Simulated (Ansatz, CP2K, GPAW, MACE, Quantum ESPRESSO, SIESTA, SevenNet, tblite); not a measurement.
# GPAW runs on random packing of Nb14Si86 (at. %) (102 atoms)

How do the settings of GPAW change the result for random packing of Nb14Si86 (at. %) (102 atoms)? A plane-wave run serves as the yardstick.

Calculated with GPAW 26.7.0; the method is named at each step.

## (1) The structure

The cell holds 102 atoms: 14 Nb and 88 Si. Cell: a = 12.543 Å, b = 12.543 Å, c = 12.543 Å, α = 90.0°, β = 90.0°, γ = 90.0°. 102 atoms (14 Nb, 88 Si) packed at random in a cube at 3.17 g/cm³ and pushed apart as soft spheres; a start for melting by ab initio MD, not an equilibrated structure. Then every atom was moved at random, 0.05 Å r.m.s. a Cartesian component.

The yardstick, on the same geometry:

- method: Kohn-Sham DFT, PBE, SSSP efficiency 1.3.0 pseudopotentials, plane waves (Quantum ESPRESSO 7.5); sssp-pbe-1.3.0-efficiency, cutoffs 45/360 Ry, Γ point
- r.m.s. force component: 1.429 eV/Å
- longest force: 7.038 eV/Å
- pressure: -1.522 GPa
- time: 7.9 min on 4 MPI ranks of Arm Neoverse V2, shared host
- CPU time: 31 min

## (2) PBE, LCAO sz(dzp), h 0.2 Å

Method: Kohn-Sham DFT, PBE, PAW, atomic orbitals (sz(dzp)).

Input file run.py:

```python
import numpy as np
from ase.io import read
from gpaw import GPAW, FermiDirac

atoms = read("structure.xyz")
atoms.calc = GPAW(
    mode="lcao",
    basis="sz(dzp)",
    h=0.2,
    xc="PBE",
    kpts={"size": (1, 1, 1), "gamma": True},
    occupations=FermiDirac(0.05),
    maxiter=200,
    symmetry={"point_group": False},
    txt="gpaw.txt",
)
energy = atoms.get_potential_energy(force_consistent=True)
forces = atoms.get_forces()
print(f"energy {energy:.6f} eV")
print("forces (eV/A)")
for i, (a, f) in enumerate(zip(atoms, forces)):
    print(f"{i:4d} {a.symbol:2s} {f[0]:10.5f} {f[1]:10.5f} {f[2]:10.5f}")
print(f"Fermi level {atoms.calc.get_fermi_level():.4f} eV")
for k in range(len(atoms.calc.get_ibz_k_points())):
    for s in range(atoms.calc.get_number_of_spins()):
        e = atoms.calc.get_eigenvalues(kpt=k, spin=s)
        n = np.searchsorted(e, atoms.calc.get_fermi_level())
        print(f"k {k} spin {s} levels about the Fermi level:", np.round(e[max(n - 6, 0):n], 4).tolist(), "|", np.round(e[n:n + 6], 4).tolist())
```

Input file structure.xyz:

```xyz
102
Lattice="12.54330 0.00000 0.00000 0.00000 12.54330 0.00000 0.00000 0.00000 12.54330" Properties=species:S:1:pos:R:3 pbc="T T T"
Nb 10.64863 4.65632 2.47291
Nb 2.93551 3.56380 1.60730
Nb 9.84649 7.36204 9.26047
Nb 10.23420 5.35135 11.31017
Nb 1.08311 1.56089 9.18082
Nb 4.68292 10.33342 7.05761
Nb 2.71186 11.99528 7.80168
Nb 6.54773 8.55353 5.53009
Nb 10.08983 9.22209 12.03668
Nb 1.30300 7.81811 5.38685
Nb 11.97634 8.49520 10.32389
Nb 3.02306 5.95556 7.27348
Nb 11.46157 1.89818 7.75979
Nb 7.42526 3.66917 0.54714
Si 5.20208 7.37621 7.55784
Si 11.12967 1.78592 10.81245
Si 7.23410 6.80951 3.55791
Si 2.14453 5.81231 2.46476
Si 0.10750 5.91542 11.12051
Si 7.59610 9.66762 11.34090
Si 10.44957 12.36870 12.31928
Si 9.60014 10.31436 1.84675
Si 5.16044 0.87088 5.10751
Si 8.82647 1.54483 12.06201
Si 0.04641 5.77506 1.18120
Si 8.69865 10.65553 6.62086
Si 4.66347 11.58186 0.50386
Si 5.65916 2.73168 10.24273
Si 0.03550 10.78310 0.26792
Si 3.84113 8.25663 5.38333
Si 4.95912 1.06969 7.79554
Si 3.48353 9.67741 10.44330
Si 10.81471 11.51249 5.53285
Si 5.77431 0.00916 9.77111
Si 5.33605 10.70633 4.18670
Si 2.05610 9.41287 7.27135
Si 8.04038 8.54751 1.15198
Si 6.71067 8.81292 2.74184
Si 12.08672 3.29124 4.40947
Si 9.83269 4.05312 8.48090
Si 2.90390 2.30182 7.42839
Si 8.79912 6.53531 1.67754
Si 7.17853 1.96152 8.43738
Si 3.02795 1.04824 0.46837
Si 3.51940 8.91264 0.84993
Si 9.46568 0.50825 2.56360
Si 1.13956 6.97997 8.89383
Si 5.33655 4.96326 1.36898
Si 5.96885 7.15733 10.68037
Si 8.17572 6.83635 7.15232
Si 7.22983 5.49284 9.23049
Si 8.10234 0.43826 4.23537
Si 1.51260 2.06425 3.62978
Si 4.69609 4.24628 8.66228
Si 7.39026 12.09375 1.70777
Si 7.68704 4.83406 5.65314
[... 42 atom lines left out ...]
Si 10.26694 2.66257 0.90826
Si 4.85890 5.77945 11.95652
Si 10.96535 9.98221 3.70328
Si 1.31266 10.18679 10.88583
```

Command:

```sh
OMP_NUM_THREADS=1 python run.py > output.txt
```

The log of the run:

```text
energy -449.159310 eV
forces (eV/A)
   0 Nb   -0.95183    0.23682    1.37266
   1 Nb    2.61333   -1.51522    0.38303
   2 Nb   -0.51180   -0.69204   -0.22440
   3 Nb   -1.62916    1.32857    0.46212
   4 Nb    0.68794    0.14217    0.52030
   5 Nb    0.30854   -0.62985    0.14585
   6 Nb   -0.87472    0.43410    0.18159
   7 Nb    0.45396   -0.31360    0.41101
   8 Nb   -0.60313    0.17666    0.52327
   9 Nb   -0.79619   -0.24682   -0.68063
  10 Nb    1.38885   -1.63491   -0.43873
  11 Nb   -0.92926   -0.31227    0.12976
  12 Nb   -0.18516    1.06378   -0.25405
  13 Nb    0.77410    0.12721    0.44993
  14 Si   -1.57802   -1.08464   -1.18450
  15 Si    0.02391   -1.28407   -5.92469
  16 Si   -0.58257   -3.31628    2.83062
  17 Si    2.80395    1.08353   -0.39648
  18 Si    0.51153    1.64701    0.13799
  19 Si   -0.34844    0.03217   -0.99066
  20 Si    1.71828   -2.82244    1.65169
  21 Si   -0.35307    1.80596   -1.09343
  22 Si    0.60855   -0.32916   -0.61110
  23 Si   -2.39098    2.05234    3.62939
[...]
94 Si    1.40794    0.00926   -2.78268
  95 Si    0.27102    3.45952    3.05828
  96 Si   -0.12914    0.44124    0.66288
  97 Si    1.66974   -0.59448    5.10980
  98 Si   -4.90089    3.69980    3.67446
  99 Si   -4.27601   -2.26861   -4.64663
 100 Si    3.31836    0.33368   -0.97932
 101 Si   -0.56867   -0.99022   -3.12826
Fermi level 6.9428 eV
k 0 spin 0 levels about the Fermi level: [6.7995, 6.8398, 6.8938, 6.9043, 6.9214, 6.936] | [6.9775, 7.0219, 7.0594, 7.1124, 7.1375, 7.1697]
```

gpaw.txt:

```text
Input parameters:
  mode=LCAO(),
  basis={'default': 'sz(dzp)'},
  h=0.2,
  kpts=MonkhorstPack(size=(1, 1, 1), gamma=True),
  maxiter=200,
  occupations=Occupations(name='fermi-dirac', width=0.05, fixmagmom=False),
  symmetry=Symmetry(point_group=False),
  xc=XC(name='PBE')
Unit cell  # Å
| periodic |         x |         y |         z |   lengths |    angles |
|----------|-----------|-----------|-----------|-----------|-----------|
|      yes | 12.543300 |  0.000000 |  0.000000 | 12.543300 | 90.000000 |
|      yes |  0.000000 | 12.543300 |  0.000000 | 12.543300 | 90.000000 |
|      yes |  0.000000 |  0.000000 | 12.543300 | 12.543300 | 90.000000 |
Number of symmetries: 1
Symmetry operations  # r_c * U_cc + t_c -> r_c
|   | kind |            matrix            |
|---|------|------------------------------|
| 0 |  E   |  1, 0, 0,  0, 1, 0,  0, 0, 1 |
BZ-sampling:
  Number of BZ points: 1
  Number of IBZ points: 1
  Monkhorst-Pack size: [1, 1, 1]
  Monkhorst-Pack shift: [0, 0, 0]
[... lines left out ...]
  Fermi-Dirac:
[... lines left out ...]
    Stencil: 6*3+1=19 point O(h^6) finite-difference Laplacian
xc functional:
  name: PBE with 2 nearest neighbor stencil
interpolation: tri-quintic # 5. degree polynomial
Initialization done in: 11.644 s
convergence criteria:
- Maximum [total energy] change in last 3 cyles: 0.0005 eV / valence electron
- Maximum integral of absolute [dens]ity change: 0.0001 electrons / valence electron
- Maximum integral of absolute [eigenst]ate change: 4e-08 eV^2 / valence electron
maximum number of iterations: 200
SCF iterations
|iter     |      energy | eigst |  dens |
|---------|-------------|-------|-------|
|iter:   1| -464.184888 |      c|       |
|iter:   2| -458.616785 |      c| -1.10 |
|iter:   3| -462.661894 |      c| -1.16 |
|iter:   4| -457.852356 |      c| -1.16 |
[...]
|iter:   8| -449.231396 |      c| -1.74 |
|iter:   9| -449.063135 |      c| -1.86 |
|iter:  10| -448.969494c|      c| -2.04 |
|iter:  11| -448.958382c|      c| -2.21 |
|iter:  12| -448.917331c|      c| -2.30 |
[...]
|iter:  23| -448.901707c|      c| -3.75 |
|iter:  24| -448.901625c|      c| -3.92 |
|iter:  25| -448.901662c|      c| -4.20c|
Converged in 25 steps
SCF loop duration: 225.933 s (9.037 s/step)
Energy contributions relative to reference atoms: (reference = -2148684.363067)
Energy contributions:
  Kinetic:         642.810635
  Coulomb:        -526.906393
  Zero:             -0.433554
  External:          0.000000
  Xc:             -564.114702
  Entropy:          -0.515296
  Spinorbit:         0.000000
  ----------------------------
  Free energy:    -449.159310
  Extrapolated:   -448.901662
dipole moment: (-33.643912, -7.083668, 87.172967)  # |e|*Ang
Fermi level: 6.943
Eigenvalues  # (at kpt = [0.000, 0.000, 0.000])
| band index |      eig [eV] | occ [0-2] |
|------------|---------------|-----------|
|          0 |       -48.693 |     2.000 |
|        ... |               |           |
|        260 |         6.719 |     1.978 |
|        261 |         6.759 |     1.950 |
[...]
|        275 |         7.256 |     0.004 |
|        ... |               |           |
|        324 |         8.908 |     0.000 |
Gap: 0.041 eV
Transition (v -> c):
  (s=0, k=0, n=267, [0.00, 0.00, 0.00]) -> (s=0, k=0, n=268, [0.00, 0.00, 0.00])
No difference between direct/indirect transitions
Force computation time: 19.565  # s
timing:  # [seconds]
  Total:  257.181  # ━━━━━━━━━━━━━━━━━━━━━━━━━━━━━━━━━━━━━━━━━━━━━━━━━━━━━━━━
  Init:    11.644  # ━━╸
  SCF:    225.933  # ━━━━━━━━━━━━━━━━━━━━━━━━━━━━━━━━━━━━━━━━━━━━━━━━━
  Forces:  19.565  # ━━━━╸
```

Run time: 4.3 min. Hardware: 1 thread of Arm Neoverse V2, shared host; peak memory 2 GiB.

Banners, paths, timers and routine set-up lines are dropped from the logs unmarked, and long logs keep their key lines alone; longer cuts are marked.

Compared with the plane-wave run:

- r.m.s. force component: 2.225 eV/Å
- r.m.s. difference of force components: 906.2 meV/Å
- longest difference of force vectors: 4154 meV/Å
- force difference over r.m.s. force: 63.39 %
- slope of forces against the reference's: 1.511
- correlation of force components: 0.9705

This is a coarse setting, run to see what it loses.

Length of the force difference by element (eV/Å):

```
element  atoms  mean  most
     Nb     14  0.42  0.84
     Si     88   1.5   4.2
```

A closer look about Si56, which bears the longest force: 13 atoms, nearest first, numbered in the order of the input, with positions taken from that point.

```
atom      x      y      z  distance (Å)     Fx     Fy  Fz (eV/Å)
Si56   0.00   0.00   0.00          0.00  -3.00   9.84      -4.37
Si57  -1.08  -1.39   1.07          2.06  -8.21  -2.68       3.06
Si73   1.03  -1.75   0.66          2.14   6.30  -6.68       1.75
Si65   2.10  -0.06  -0.55          2.17   4.19   1.83      -2.12
Si50   0.49   2.00   1.50          2.55  -0.12   0.74       0.25
Si70  -2.63   0.70  -0.08          2.72   0.37   2.21      -0.12
Si17  -0.45   1.98  -2.10          2.92  -0.58  -3.32       2.83
Si89  -1.25  -1.80  -2.61          3.41   0.26  -0.25      -0.37
Si40   2.15  -0.78   2.83          3.63   1.33   0.91       0.76
Si86  -3.27  -1.30  -1.01          3.66   3.80  -2.18      -4.13
Si51  -0.46   0.66   3.58          3.67  -0.31   0.43      -1.53
Si59   2.26   2.39  -1.70          3.70   2.15  -2.61       0.16
Si62   2.02  -2.45  -1.93          3.72  -0.36   3.12       0.80
```

Atoms are counted from 1 here, from 0 in the log.

Forces lie 63 % from the reference's, at 0.14 times its CPU time (on 1 against 4 cores).

The difference per atom is largest on Si (1.5 eV/Å on average, against 0.42 on Nb).

## (3) PBE, LCAO dzp, h 0.25 Å

Method: Kohn-Sham DFT, PBE, PAW, atomic orbitals (dzp).

run.py: that of step 2 with these lines changed.

```diff
@@ -7,4 +7,4 @@
     mode="lcao",
-    basis="sz(dzp)",
-    h=0.2,
+    basis="dzp",
+    h=0.25,
     xc="PBE",
```

structure.xyz is that of step 2.

The log of the run:

```text
energy -532.225885 eV
forces (eV/A)
   0 Nb   -0.52844    0.33384    1.02069
   1 Nb    2.07952   -1.15237    0.24655
   2 Nb   -0.78020   -0.70553   -0.39750
   3 Nb   -1.62475    1.02767    0.45501
   4 Nb    0.58523    0.45783    0.83395
   5 Nb    0.41034   -0.83939    0.02819
[...]
99 Si   -2.88204   -1.84316   -2.94189
 100 Si    2.32261   -0.00336   -0.58136
 101 Si   -0.17519   -0.25391   -1.50702
Fermi level 6.5591 eV
k 0 spin 0 levels about the Fermi level: [6.4264, 6.4607, 6.4776, 6.5122, 6.527, 6.5575] | [6.6306, 6.6447, 6.6746, 6.7155, 6.7441, 6.7527]
```

gpaw.txt:

```text
Input parameters:
  mode=LCAO(),
  basis={'default': 'dzp'},
  h=0.25,
  kpts=MonkhorstPack(size=(1, 1, 1), gamma=True),
  maxiter=200,
  occupations=Occupations(name='fermi-dirac', width=0.05, fixmagmom=False),
[... lines left out ...]
  Fermi-Dirac:
[... lines left out ...]
convergence criteria:
- Maximum [total energy] change in last 3 cyles: 0.0005 eV / valence electron
[... lines left out ...]
Converged in 26 steps
[... lines left out ...]
  Free energy:    -532.225885
[... lines left out ...]
Fermi level: 6.559
[... lines left out ...]
|        ... |               |           |
|        324 |         8.396 |     0.000 |
Gap: 0.073 eV
Transition (v -> c):
  (s=0, k=0, n=267, [0.00, 0.00, 0.00]) -> (s=0, k=0, n=268, [0.00, 0.00, 0.00])
No difference between direct/indirect transitions
Force computation time: 72.107  # s
timing:  # [seconds]
  Total:  798.350  # ━━━━━━━━━━━━━━━━━━━━━━━━━━━━━━━━━━━━━━━━━━━━━━━━━━━━━━━━
  Init:    12.243  # ━
  SCF:    713.957  # ━━━━━━━━━━━━━━━━━━━━━━━━━━━━━━━━━━━━━━━━━━━━━━━━━━
  Forces:  72.107  # ━━━━━
```

The job ended after 13 min (1 thread; peak memory 1.5 GiB).

Compared with the plane-wave run:

| Item | Value |
| --- | --- |
| r.m.s. force component | 1.518 eV/Å |
| r.m.s. difference of force components | 101.8 meV/Å |
| longest difference of force vectors | 441.4 meV/Å |
| force difference over r.m.s. force | 7.118 % |
| slope of forces against the reference's | 1.061 |
| correlation of force components | 0.9994 |

This is a coarse setting, run to see what it loses.

Against the first run (63 %), the force difference from the reference is 7.1 %, at 3.1 times the CPU time.

## (4) The ladder

Differences are against the plane-wave reference, forces as r.m.s. over components; share is that over the reference's r.m.s. force, slope the least-squares factor from reference forces to these. Total energies of different programs have different zeros and aren't compared.

```
                                     run  Δ force, r.m.s. (meV/Å)  share (%)  slope  cores  CPU time  memory (GiB)
                               reference                        -          -      -      4    31 min           6.8
GPAW PBE, LCAO sz(dzp), h 0.2 Å (coarse)                      906       63.4  1.511      1   4.3 min           2.0
   GPAW PBE, LCAO dzp, h 0.25 Å (coarse)                      102       7.12  1.061      1    13 min           1.5
```

Rows marked coarse were listed beforehand as settings not expected to be converged; some can still land near the reference.

CPU time is summed over cores on a shared host, where runs went side by side, so it is rough. Symmetry, cutoffs, thresholds, outputs and thread counts weren't matched or tuned between programs; memory under MPI is the largest rank's times the ranks.

Further runs of this program without a result: GPAW PBE, LCAO dzp, h 0.2 Å (cut off at its time limit); GPAW revPBE, LCAO dzp, h 0.2 Å (cut off at its time limit).

## (5) Summary of results

* nearest in forces: GPAW PBE, LCAO dzp, h 0.25 Å (coarse), 7.1 %
* its CPU time: 13 min

**Reading.** Runs with settings chosen to be coarse differ by 7.1 % (GPAW PBE, LCAO dzp, h 0.25 Å) to 63 % (GPAW PBE, LCAO sz(dzp), h 0.2 Å), their programs' other errors included. Of the electronic-structure runs that take under half the reference's CPU time, GPAW PBE, LCAO dzp, h 0.25 Å comes nearest, at 7.1 % in 13 min against 31 min. GPAW PBE, LCAO sz(dzp), h 0.2 Å stiffens the forces by a factor of 1.51 while following their directions (correlation 0.970); the slopes of the 2 GPAW runs lie between 1.06 and 1.51; the difference isn't even, but is largest on one element. The reference's pressure of -1.5 GPa belongs to a cell and atoms that aren't relaxed at this level. The electronic-structure runs sample only Γ, in a cell whose shortest periodic width is 13 Å, which is coarse for a cell with partly filled levels.

[Also dropped from logs without a mark: logging warnings of Python, and SIESTA's first energy breakdown and zero terms.]

[Logs are printed without paths, hosts, clocks, repeated set-up lines and the standing remarks that a program may print on its own settings, such as how far it seeks lower states.]

[Hosts, paths, dates, database ids (printed as entryN), source tags and the programs' standing remarks are cut or masked in the printed files.]
